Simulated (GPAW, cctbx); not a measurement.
## RhW3C: deformation density and structure factors from DFT

Question: by how much does bonding change the X-ray structure factors of RhW3C, and what does a routine refinement make of it?

The start was made by putting kin elements into a known structure type; the compound need not exist, or be stable, in this form. All numbers below are calculated.

## Step 1: Find the equilibrium geometry

The density hangs on the geometry, so cell and atoms are relaxed first, with the symmetry held. The cutoff is set higher than for the density because stress converges slowly with plane waves.

Settings: GPAW 26.7.0, PBE, 670 eV, 5×5×5 k-points, Fermi–Dirac width 0.1 eV, BFGS to 0.03 eV/Å.

```text
cell
1.0
     4.279000000    0.000000000    0.000000000
     0.000000000    4.279000000    0.000000000
     0.000000000    0.000000000    4.279000000
W Rh C
3 1 1
Direct
0.500000000 0.500000000 0.000000000
0.000000000 0.500000000 0.500000000
0.500000000 0.000000000 0.500000000
0.000000000 0.000000000 0.000000000
0.500000000 0.500000000 0.500000000
```

```console
$ OMP_NUM_THREADS=1 mpirun -n 4 gpaw python run.py > gpaw.log
```

```text
BFGS:    0      -50.046999        2.516688
BFGS:    1      -50.294741        2.080815
BFGS:    2      -50.772027        0.031859
BFGS:    3      -50.772160        0.003461
cell  4.1247 4.1247 4.1247  90.00 90.00 90.00
volume 70.172 A^3, largest force 0.000 eV/A, largest stress 0.04 GPa
```

After 3 steps the volume has changed by -10.4 % and the energy by -0.725 eV; the largest stress left is 0.04 GPa. It took 18 s on 4 cores of AMD EPYC 9R45 (Zen 5) (shared host), peak memory 0.86 GiB.

Relaxed structure: Pm-3m (no. 221), a = 4.1247 Å, b = 4.1247 Å, c = 4.1247 Å, α = 90.00°, β = 90.00°, γ = 90.00°.

| atom | mult. | x | y | z |
| --- | --- | --- | --- | --- |
| W1 | 3 | 1/2 | 1/2 | 0 |
| Rh1 | 1 | 0 | 0 | 0 |
| C1 | 1 | 1/2 | 1/2 | 1/2 |

## Step 2: The all-electron density

X-rays see the whole electron density, so the PAW density is rebuilt with its core regions. Subtracting spherical free atoms from the same code cancels the cores and leaves the deformation density Δρ, the part due to bonding.

Settings: PBE, 550 eV, 6×6×6 k-points, Fermi–Dirac width 0.1 eV; primitive cell of 5 atoms.

```console
$ OMP_NUM_THREADS=1 mpirun -n 4 gpaw python run.py > gpaw.log
```

```text
|iter:   1|       0s |  -55.155885 | +0.20 |       |
|iter:   2|       0s |  -53.352002 | -1.55 | -1.06 |
|iter:   3|       0s |  -51.011645 | -0.97 | -1.14 |
...
|iter:   9|       2s |  -50.667537c| -6.12 | -3.99 |
|iter:  10|       2s |  -50.667533c| -7.21 | -4.49c|
|iter:  11|       3s |  -50.667531c| -7.72c| -4.86c|
```

```text
grid (48, 48, 48)  electrons 273.000  moved by bonding 1.297 e
deformation density beyond 0.5 A of the nuclei: max 0.118, min -0.270 e/A^3
atom        x       y       z   Voronoi charge  moment
W 1    0.5000  0.5000  0.0000      0.205       0.00
W 2    0.0000  0.5000  0.5000      0.205       0.00
W 3    0.5000  0.0000  0.5000      0.205       0.00
Rh4    0.0000  0.0000  0.0000     -0.070       0.00
C 5    0.5000  0.5000  0.5000     -0.543       0.00
mean inner potential of superposed free atoms 33.178 V
total magnetic moment 0.000 muB
```

Deformation density in a plane through the shortest contact of the W atom at the origin, in 0.01 e/Å³ (clipped at ±99); x from -1.6 to 3.7 Å, y from 2.4 down to -2.4 Å:

```text
  0  -4   0   2   2   2   2   0  -4   0   .   .  -1  -4   0   2
 -2  -3  -2   1   2   2   1  -1  -3  -1   .   .   0  -4  -1   1
 -2  -4   0   2   2   1   2   1  -4  -3  -1  -1  -3  -3   1   2
 -5   0   2   1  -1  -1   1   2   0  -5  -7  -7  -4   1   2   1
  7   5   0  -4  -3  -3  -4  -1   4   7   9   9   7   4  -1  -4
 11   7  -5  -4   .   .  -3  -6   6  11   .   .  11   5  -7  -2
 11   9  -6  -3   .   .  -2  -7   8  11   .   .  11   6  -8   0
 11   7  -5  -4   .   .  -3  -6   6  11   .   .  11   5  -7  -2
  7   5   0  -4  -3  -3  -4  -1   4   7   9   9   7   4  -1  -4
 -5   0   2   1  -1  -1   1   2   0  -5  -7  -7  -4   1   2   1
 -2  -4   0   2   2   1   2   1  -4  -3  -1  -1  -3  -3   1   2
 -2  -3  -2   1   2   2   1  -1  -3  -1   .   .   0  -4  -1   1
  0  -4   0   2   2   2   2   0  -4   0   .   .  -1  -4   0   2
```

Atoms in or within 0.15 Å of the plane: W (0.0, 0.0), W (2.1, 2.1), W (2.1, -2.1), C (2.1, 0.0) Å. Dots mark points within about 0.45 Å of a nucleus; large values next to them are atomic features.

C gains most (-0.54 e) and W loses most (+0.20 e); C is the most electronegative element, but the order of the others doesn't follow electronegativity. Such charges fall far short of formal ones, since overlapping free atoms already put density on their neighbours. Along the shortest contact from the W atom at the map's origin, W–C at 2.06 Å, Δρ is 0.00 e/Å³ at the midpoint and highest, +0.12, 1.43 Å from W (points within 0.5 Å of a nucleus left out): little piles up between the atoms. At the midpoints of other shortest contacts it is +0.02 (W–W, 2.92 Å) and +0.03 (W–Rh, 2.92 Å) e/Å³. Point values carry grid noise of about 0.01 e/Å³. The run needed 11 iterations, 9.3 s.

## Step 3: From the density to structure factors

The Fourier components of Δρ, added to those of the free atoms, give the static X-ray structure factors; the Mott–Bethe relation turns them into the Fourier components V of the potential that fast electrons feel.

```text
static structure factors of the conventional cell: F in electrons, V (Mott-Bethe) in volts
   h  k  l      d  |F| table  |F| free   |F| DFT   change   |V| free  |V| DFT  change %
   0  1  0  4.1247    32.387    32.367    32.606    0.239     2.926    2.660     -9.1
   0  1  1  2.9166    22.830    22.850    22.608   -0.243     0.083    0.218    162.0
   1  1  1  2.3814   217.425   217.130   216.300   -0.830    16.250   16.558      1.9
   0  2  0  2.0623   215.216   214.850   214.550   -0.300    16.155   16.238      0.5
   0  2  1  1.8446    28.133    28.041    28.216    0.175     1.547    1.508     -2.5
   1  2  1  1.6839    22.433    22.313    22.356    0.043     0.127    0.119     -6.2
   0  2  2  1.4583   189.162   188.916   189.005    0.089    11.680   11.667     -0.1
   1  2  2  1.3749    25.734    25.647    25.722    0.075     1.155    1.146     -0.8
   0  3  0  1.3749    25.734    25.647    25.737    0.091     1.155    1.144     -1.0
   0  3  1  1.3043    21.189    21.092    21.137    0.045     0.212    0.207     -2.3
   1  3  1  1.2436   171.557   171.473   171.667    0.194     9.044    9.025     -0.2
   2  2  2  1.1907   171.568   171.536   171.628    0.092     9.396    9.387     -0.1
   0  3  2  1.1440    23.805    23.740    23.702   -0.038     0.963    0.966      0.3
   1  3  2  1.1024    19.812    19.733    19.732   -0.001     0.259    0.259      0.0
```

The largest X-ray change is -0.83 e on 111, 0.4 % of |F|. For electrons V goes as (Z − F)/g², so a change of F counts against Z − F, which is small at low angle and wherever the atoms' terms cancel: |V| of 010 moves by -9.1 % (2.93 to 2.66 V) against +0.7 % in |F|. The tabulated Hartree–Fock atoms differ from the free DFT atoms by up to 0.37 e, so the choice of reference atom matters too.

## Step 4: Refining ordinary atoms against data with bonding

Routine crystallography fits spherical atoms. To see the bias, intensities are simulated from tabulated atoms plus the DFT change ΔF, so that bonding alone can misfit (2372 reflections of the full sphere, merged to the counts below, to 0.5 Å, 0.5 % proportional noise plus counting noise, assumed isotropic U as listed, Δρ smeared by the mean U) and refined with cctbx over different ranges.

```
                    range  data      R1  GooF  U W1 (true 0.0051)  U Rh1 (true 0.0062)  U C1 (true 0.0112)  largest shift (Å)  Δρ max, min (e/Å³)
                 all data    88  0.0022  1.12              0.0051               0.0062              0.0108             0.0000         0.30, -0.23
 low resolution, d > 0.84    24  0.0020  1.44              0.0051               0.0062              0.0114             0.0000         0.20, -0.09
     high order, d < 0.75    55  0.0025  1.06              0.0051               0.0062              0.0108             0.0000         0.35, -0.20
occupancies free, d > 0.7    38  0.0019  1.15              0.0051               0.0062              0.0126             0.0000         0.16, -0.11
```

With all data GooF is 1.12, diluted by the many high-angle data; the misfit shows at low resolution; the top residual peak, near noise level, lies 2.06 Å from Rh and 2.06 Å from Rh. No U is off by more than 3 s.u. at low resolution. Symmetry fixes every coordinate, so the shifts are zero by construction. With W1 held at 1 and the scale free, the other occupancies refine to Rh1 1.001(0.002) and C1 1.048(0.022), within three s.u. of full.

## Step 5: Answer

Bonding moves 1.30 e in the primitive cell of RhW3C and changes the structure factors of the conventional cell in the table above by at most 0.83 e (111, 0.4 %), and among reflections above 2 % of the strongest by up to 1.1 % (011). The shortest bond, W–C, has Δρ = 0.00 e/Å³ at its midpoint. With all data GooF is 1.12, diluted by the many high-angle data. Limits: static density, frozen cores, no spin–orbit coupling.

[Outputs are excerpts: Python notices, other lines and further rows are left out; steps that failed or that the build refused (PBEsol, TPSS) are not shown.]

[Logs are printed without paths, hosts, clocks, repeated set-up lines and the standing remarks that a program may print on its own settings, such as how far it seeks lower states.]
